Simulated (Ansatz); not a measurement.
# CaCr2: relaxing a made-up structure, part 2 of 2

This structure for CaCr2 is made up. Its elements were placed in a known structure type with a cell scaled to their sizes. What cell does the guess relax to, and how far off was it?

Ansatz 0.2.0; DFT, PBEsol, plane-wave PAW, files of the set soft_1, scalar-relativistic, ferromagnetic start, cell and ions relaxed at zero pressure; PAW set soft_1 (the session's first sound run).

So far: Set-up; Relaxation of the guess. The relaxed cell has a = 4.349, c = 5.995 Å (conventional setting).

## Step 3: Electronic structure of the relaxed cell

With the geometry fixed, one more self-consistent run, with a narrower smearing and the mesh shown in its input, gives the bands, and its pressure, and its forces where symmetry allows any, show how far the geometry depends on these settings.

This step: DFT, PBEsol, plane-wave PAW, files of the set soft_1, scalar-relativistic, no spin, bands and density of states at the relaxed cell; PAW set soft_1 (Ansatz 0.2.0).

input.yaml

```yaml
crystal:
  lattice:
    - [4.3486098058, 0.0, 0.0]
    - [-2.1743049029, 3.766006563, 0.0]
    - [0.0, 0.0, 5.9952775318]
  atoms:
    - { symbol: Cr, position: [0.6666666667, 0.3333333333, 0.0418722067] }
    - { symbol: Cr, position: [0.3333333333, 0.6666666667, 0.5418722067] }
    - { symbol: Cr, position: [0.6666666667, 0.3333333333, 0.4581277933] }
    - { symbol: Cr, position: [0.3333333333, 0.6666666667, 0.9581277933] }
    - { symbol: Ca, position: [0.0, 0.0, 0.25] }
    - { symbol: Ca, position: [0.0, 0.0, 0.75] }
kpoints:
  mp_grid: { grid: [8, 8, 6] }
  band_path:
    path:
      - [[0.0, 0.0, 0.0], [0.5, 0.0, 0.0], [0.33333333, 0.33333333, 0.0], [0.0, 0.0, 0.0], [0.0, 0.0, 0.5], [0.5, 0.0, 0.5], [0.33333333, 0.33333333, 0.5], [0.0, 0.0, 0.5]]
      - [[0.5, 0.0, 0.5], [0.5, 0.0, 0.0]]
      - [[0.33333333, 0.33333333, 0.0], [0.33333333, 0.33333333, 0.5]]
    npoints: 8
scf:
  occupations: { method: fermi_dirac, width: 0.03 }
  n_extra_bands: 10
hamiltonian:
  xc: pbesol
  pseudopotentials: { kind: paw, azcp: { folder: soft_1 }, xc_functional: pbe }
output:
  forces: true
  stress: true
  write_bands: true
  dos: { projected: true }
  write_density: true
  write_potential: true
  elf: true
  volumetric_format: npy
```

On the command line:

```console
$ ansatz run input.yaml --threads 4 --pin off --max-ram 10240MiB --backend cpu --events-out ev --progress --plain --runs-dir out
```

Numbers of over 12 decimals in the logs are rounded to 6 here.

Output:

```text
[...]
Crystal: 6 atoms, lattice volume = 98.184 Å³
Basis set: ecut = 420 eV, 1947 PW (Γ), exchange–correlation on 60×60×90 points (8 copies of the dense FFT grid, shifted against one another)
Bands: 48, of which v1, the nominal top of the filled ones, is band 38 counted from 1 (37 counted from 0)
Symmetry: 24 space group operations
[...]
k-points: 40 of 384
[...]
SCF iter   1: F=—  HF=-16998.097886 eV  |F-HF|=—  |Δ(HF+E_count)|=         —  Δρ=3.59e-1  dr2=1.87e2  ethr=3.10e-3  ⟨swp⟩=7.5  Hψ=8051  notcnv=0
[...]
SCF iter  10: F=-16977.223665 eV  HF=-16977.223665 eV  |F-HF|=5.42e-9  |Δ(HF+E_count)|=   7.24e-8  Δρ=2.22e-6  dr2=7.58e-9  ethr=1.32e-10  ⟨swp⟩=7.2  Hψ=9961  notcnv=0
SCF 1 converged in 10 iterations: F = -16977.223665 eV  dr2 = 7.58e-9
[...]
NSCF: frozen V_eff on 75 k-points
SCF converged after 10 iterations
Free energy (F): -16977.223665 eV
[...]
Internal energy: -16977.199732 eV  (E = F + TS)
E sigma→0 (E₀):  -16977.211699 eV
Entropy (-TS):   -0.023933 eV (-3.989 meV/atom)
Fermi energy:    13.060491 eV
[...]
--- Forces (eV/Å), atoms counted from 1 ---
  atom   1  Cr    -0.00000000     0.00000000     0.03219629
  atom   2  Cr    -0.00000000    -0.00000000     0.03219629
  atom   3  Cr     0.00000000     0.00000000    -0.03219629
  atom   4  Cr    -0.00000000    -0.00000000    -0.03219629
  atom   5  Ca    -0.00000000     0.00000000     0.00000000
  atom   6  Ca     0.00000000    -0.00000000     0.00000000
  max |Σ_I F_I| component: 3.24e-17 eV/Å
--- Stress (GPa, compression-positive) ---
       -0.042730       0.000000       0.000000
        0.000000      -0.042730       0.000000
        0.000000       0.000000       0.275300
  P = ⅓ Tr σ = 0.0633 GPa (0.633 kbar)
--- Band table (eV; the first three rows and the last of 40) ---
  k-point 0: bands = [... 34 lower, 12.4354, 12.7175, 12.7175, 12.7885, 12.7885, 13.2728, 13.2728, 13.9607, ... 6 higher]
  k-point 1: bands = [... 34 lower, 12.4401, 12.6834, 12.6834, 12.7625, 12.7625, 13.0495, 13.0495, 14.1136, ... 6 higher]
  k-point 2: bands = [... 34 lower, 12.5890, 12.5890, 12.7012, 12.7012, 12.7469, 12.7532, 12.7532, 14.0107, ... 6 higher]
  k-point 39: bands = [... 34 lower, 12.3854, 12.3854, 13.0987, 13.0987, 13.5324, 13.5324, 13.7627, 13.7627, ... 6 higher]
```

Run time: 6.8 s. Hardware: 4 threads of Arm Neoverse V2, shared host; peak memory 0.54 GiB.

Numbers from this step:

| Quantity | Value |
| --- | --- |
| free energy | -16977.2237 eV |
| energy at zero smearing | -16977.2117 eV |
| smearing term TS | 0.02393 eV |
| Fermi energy | 13.06 eV |
| pressure | 0.06328 GPa |

bands.tsv at the labelled points (eV, zero at the Fermi level; the bands that come nearest the Fermi level along the path):

| point | band 35 | band 36 | band 37 | band 38 | band 39 | band 40 | band 41 | band 42 |
| --- | --- | --- | --- | --- | --- | --- | --- | --- |
| Γ | -0.63 | -0.34 | -0.34 | -0.27 | -0.27 | 0.21 | 0.21 | 0.90 |
| M | -0.79 | -0.25 | -0.09 | 0.27 | 0.31 | 0.68 | 0.78 | 0.82 |
| K | -0.55 | -0.28 | 0.27 | 0.27 | 0.49 | 0.51 | 0.80 | 0.80 |
| Γ | -0.63 | -0.34 | -0.34 | -0.27 | -0.27 | 0.21 | 0.21 | 0.90 |
| A | -0.59 | -0.59 | -0.40 | -0.40 | -0.40 | -0.40 | 0.29 | 0.29 |
| L | -0.75 | -0.75 | -0.59 | -0.59 | 0.57 | 0.57 | 0.86 | 0.86 |
| H | -0.68 | -0.68 | 0.31 | 0.31 | 0.41 | 0.41 | 0.49 | 0.49 |
| A | -0.59 | -0.59 | -0.40 | -0.40 | -0.40 | -0.40 | 0.29 | 0.29 |
| L | -0.75 | -0.75 | -0.59 | -0.59 | 0.57 | 0.57 | 0.86 | 0.86 |
| M | -0.79 | -0.25 | -0.09 | 0.27 | 0.31 | 0.68 | 0.78 | 0.82 |
| K | -0.55 | -0.28 | 0.27 | 0.27 | 0.49 | 0.51 | 0.80 | 0.80 |
| H | -0.68 | -0.68 | 0.31 | 0.31 | 0.41 | 0.41 | 0.49 | 0.49 |

States per cell as run, both spins, in windows of 1 eV, from dos.tsv (zero at the Fermi level):

| from | to | total |
| --- | --- | --- |
| -8 | -7 | 0.00 |
| -7 | -6 | 0.00 |
| -6 | -5 | 0.16 |
| -5 | -4 | 0.62 |
| -4 | -3 | 1.31 |
| -3 | -2 | 3.88 |
| -2 | -1 | 10.69 |
| -1 | 0 | 11.40 |
| 0 | 1 | 7.76 |

Below -8 eV lie 48.0 more states.

ELF in the ac plane at fractional y = 0.000, with atoms of Ca within 0.2 Å of it. It is the smooth field of the valence electrons, not physical close to the nuclei.

Values, 19 rows by 14 columns, each cell a mean:
```
0.08 0.09 0.16 0.34 0.48 0.47 0.43 0.41 0.44 0.49 0.44 0.27 0.12 0.08
0.43 0.32 0.15 0.17 0.33 0.41 0.40 0.38 0.40 0.40 0.27 0.14 0.21 0.37
0.82 0.76 0.47 0.15 0.18 0.35 0.40 0.40 0.39 0.29 0.14 0.22 0.62 0.80
0.81 0.84 0.72 0.27 0.12 0.33 0.46 0.48 0.43 0.24 0.12 0.43 0.80 0.83
0.77 0.83 0.78 0.33 0.11 0.33 0.50 0.54 0.46 0.22 0.13 0.52 0.83 0.81
0.82 0.84 0.70 0.25 0.12 0.33 0.45 0.47 0.42 0.24 0.12 0.40 0.79 0.84
0.80 0.74 0.43 0.14 0.19 0.35 0.39 0.39 0.39 0.30 0.15 0.20 0.58 0.77
0.35 0.26 0.13 0.19 0.36 0.42 0.40 0.39 0.41 0.42 0.30 0.14 0.16 0.30
0.07 0.09 0.18 0.36 0.49 0.48 0.43 0.42 0.45 0.49 0.46 0.30 0.13 0.08
0.06 0.09 0.22 0.42 0.52 0.49 0.44 0.43 0.46 0.51 0.50 0.35 0.15 0.07
0.21 0.16 0.13 0.25 0.41 0.44 0.41 0.40 0.42 0.45 0.36 0.19 0.13 0.18
0.68 0.57 0.27 0.13 0.25 0.38 0.39 0.38 0.39 0.35 0.19 0.13 0.39 0.62
0.83 0.83 0.64 0.21 0.14 0.33 0.43 0.44 0.41 0.26 0.12 0.34 0.76 0.84
0.79 0.83 0.77 0.31 0.11 0.33 0.49 0.52 0.45 0.22 0.13 0.50 0.82 0.82
0.79 0.84 0.76 0.31 0.11 0.33 0.48 0.51 0.45 0.23 0.12 0.49 0.82 0.82
0.83 0.81 0.59 0.19 0.15 0.34 0.42 0.42 0.40 0.27 0.12 0.30 0.72 0.83
0.64 0.52 0.24 0.13 0.27 0.38 0.39 0.38 0.39 0.36 0.20 0.13 0.35 0.58
0.15 0.12 0.13 0.28 0.44 0.46 0.42 0.40 0.43 0.46 0.39 0.21 0.12 0.13
0.06 0.09 0.23 0.43 0.52 0.49 0.44 0.43 0.46 0.51 0.50 0.36 0.16 0.07
```
Columns run along a (4.3 Å), rows up along c (6.0 Å). Atoms in or near the plane, at fractional coordinates: Ca at (0.00, 0.25), Ca at (0.00, 0.75).

Valence density in the ac plane at fractional y = 0.000, with atoms of Ca within 0.2 Å of it. It is the smooth field of the valence electrons, not physical close to the nuclei.

Values in e/Å³, 19 rows by 14 columns, each cell a mean:
```
0.2 0.2 0.1 0.2 0.2 0.3 0.3 0.3 0.3 0.2 0.2 0.1 0.1 0.2
0.6 0.5 0.2 0.2 0.2 0.2 0.3 0.3 0.2 0.2 0.2 0.2 0.3 0.5
2.6 1.8 0.7 0.2 0.2 0.2 0.2 0.2 0.2 0.2 0.2 0.3 1.1 2.2
5.5 4.0 1.6 0.4 0.2 0.1 0.2 0.2 0.2 0.1 0.2 0.6 2.5 4.7
6.6 5.0 2.0 0.5 0.2 0.1 0.1 0.2 0.1 0.1 0.2 0.8 3.2 5.8
5.1 3.7 1.4 0.4 0.2 0.1 0.2 0.2 0.2 0.1 0.2 0.6 2.2 4.3
2.4 1.6 0.6 0.2 0.2 0.2 0.2 0.2 0.2 0.2 0.2 0.3 1.0 1.9
0.5 0.4 0.2 0.2 0.2 0.2 0.3 0.3 0.3 0.2 0.2 0.2 0.3 0.4
0.1 0.1 0.1 0.2 0.2 0.3 0.3 0.3 0.3 0.2 0.2 0.1 0.1 0.1
0.1 0.1 0.1 0.2 0.2 0.3 0.3 0.4 0.3 0.2 0.2 0.1 0.1 0.1
0.3 0.2 0.2 0.2 0.2 0.2 0.3 0.3 0.3 0.2 0.2 0.2 0.2 0.3
1.3 0.9 0.4 0.2 0.2 0.2 0.2 0.2 0.2 0.2 0.2 0.2 0.6 1.1
4.2 3.0 1.1 0.3 0.2 0.2 0.2 0.2 0.2 0.1 0.2 0.5 1.8 3.6
6.3 4.7 1.9 0.5 0.2 0.1 0.2 0.2 0.1 0.1 0.2 0.8 3.0 5.5
6.2 4.6 1.8 0.5 0.2 0.1 0.2 0.2 0.1 0.1 0.2 0.7 2.9 5.3
3.7 2.6 1.0 0.3 0.2 0.2 0.2 0.2 0.2 0.2 0.2 0.4 1.6 3.1
1.2 0.8 0.3 0.2 0.2 0.2 0.2 0.2 0.2 0.2 0.2 0.2 0.5 0.9
0.2 0.2 0.2 0.2 0.2 0.2 0.3 0.3 0.3 0.2 0.2 0.2 0.2 0.2
0.1 0.1 0.1 0.2 0.2 0.3 0.3 0.4 0.3 0.3 0.2 0.1 0.1 0.1
```
Columns run along a (4.3 Å), rows up along c (6.0 Å). Atoms in or near the plane, at fractional coordinates: Ca at (0.00, 0.25), Ca at (0.00, 0.75).

Electrostatic potential energy in the ac plane at fractional y = 0.000, with atoms of Ca within 0.2 Å of it. With pseudopotentials it is smooth inside the atoms' cores, unlike the true potential.

Values in eV, 19 rows by 14 columns, each cell a mean:
```
  9  10  12  14  14  13  12  12  12  14  14  13  11  10
  0   3   9  12  14  14  13  13  13  14  13  11   7   2
-26 -16   0   9  13  14  15  15  15  14  12   7  -6 -21
-50 -40 -13   5  12  15  16  16  16  14  10   1 -24 -46
-53 -48 -19   3  12  15  16  16  16  14  10  -2 -31 -51
-48 -37 -11   6  12  15  16  16  15  14  11   2 -21 -43
-23 -14   1   9  13  14  14  14  14  14  12   7  -5 -18
  3   5  10  12  14  14  13  13  13  14  13  12   8   4
 10  11  12  14  14  13  12  12  12  14  14  13  12  10
 11  12  13  14  14  13  12  11  12  14  14  14  12  11
  6   8  11  13  14  13  13  12  13  14  14  12  10   7
-10  -4   5  11  13  14  14  14  14  14  13   9   2  -6
-42 -30  -7   7  12  15  15  15  15  14  11   3 -16 -36
-53 -46 -17   4  12  15  16  16  16  14  10  -1 -29 -50
-53 -45 -16   4  12  15  16  16  16  14  10  -1 -28 -50
-37 -26  -5   8  13  15  15  15  15  14  11   4 -13 -31
 -8  -2   6  11  13  14  14  14  14  14  13  10   3  -5
  7   9  11  13  14  13  12  12  13  14  14  13  10   8
 11  12  13  14  14  13  12  11  12  14  14  14  13  11
```
Columns run along a (4.3 Å; values clipped at the 3rd and 97th percentile), rows up along c (6.0 Å). Atoms in or near the plane, at fractional coordinates: Ca at (0.00, 0.25), Ca at (0.00, 0.75).

## Step 4: Results

```
space group, relaxed : P6_3/mmc
conventional cell    : a = 4.349, b = 4.349, c = 5.995 Å; α = 90.0°, β = 90.0°, γ = 120.0°
volume per atom      : 16.36 Å³ (guess 18.59)
total moment         : 0.00 μB in the cell of 6 atoms
```

**Reading.** CaCr2 relaxes to P6_3/mmc with a = 4.349, b = 4.349 and c = 5.995 Å. The guessed volume was 14 % too large. The space group P6_3/mmc was held in the relaxation, so the end point is a stationary structure within it and may be a saddle against distortions or other arrangements. The moments died out from this one start and weren't seeded again at the relaxed cell. Bands cross the Fermi level, so it is a metal or semimetal at this level. On the 8×8×6 mesh with the narrower smearing (relaxed on 7×7×4) the largest force component is 0.032 eV/Å and the largest stress component is 0.275 GPa, against the relaxation's thresholds of 0.015 eV/Å and 0.05 GPa. The cutoff wasn't tested. A vector of the cell changed its length by 14 %, more than the volume shows. No dispersion term is used, so weakly bound directions may come out too long. Nothing here tests whether the compound is stable against decomposition.

[Logs are printed without paths, hosts, clocks, repeated set-up lines and the standing remarks that a program may print on its own settings, such as how far it seeks lower states.]

[Hosts, paths, dates, database ids (printed as entryN), source tags and the programs' standing remarks are cut or masked in the printed files.]
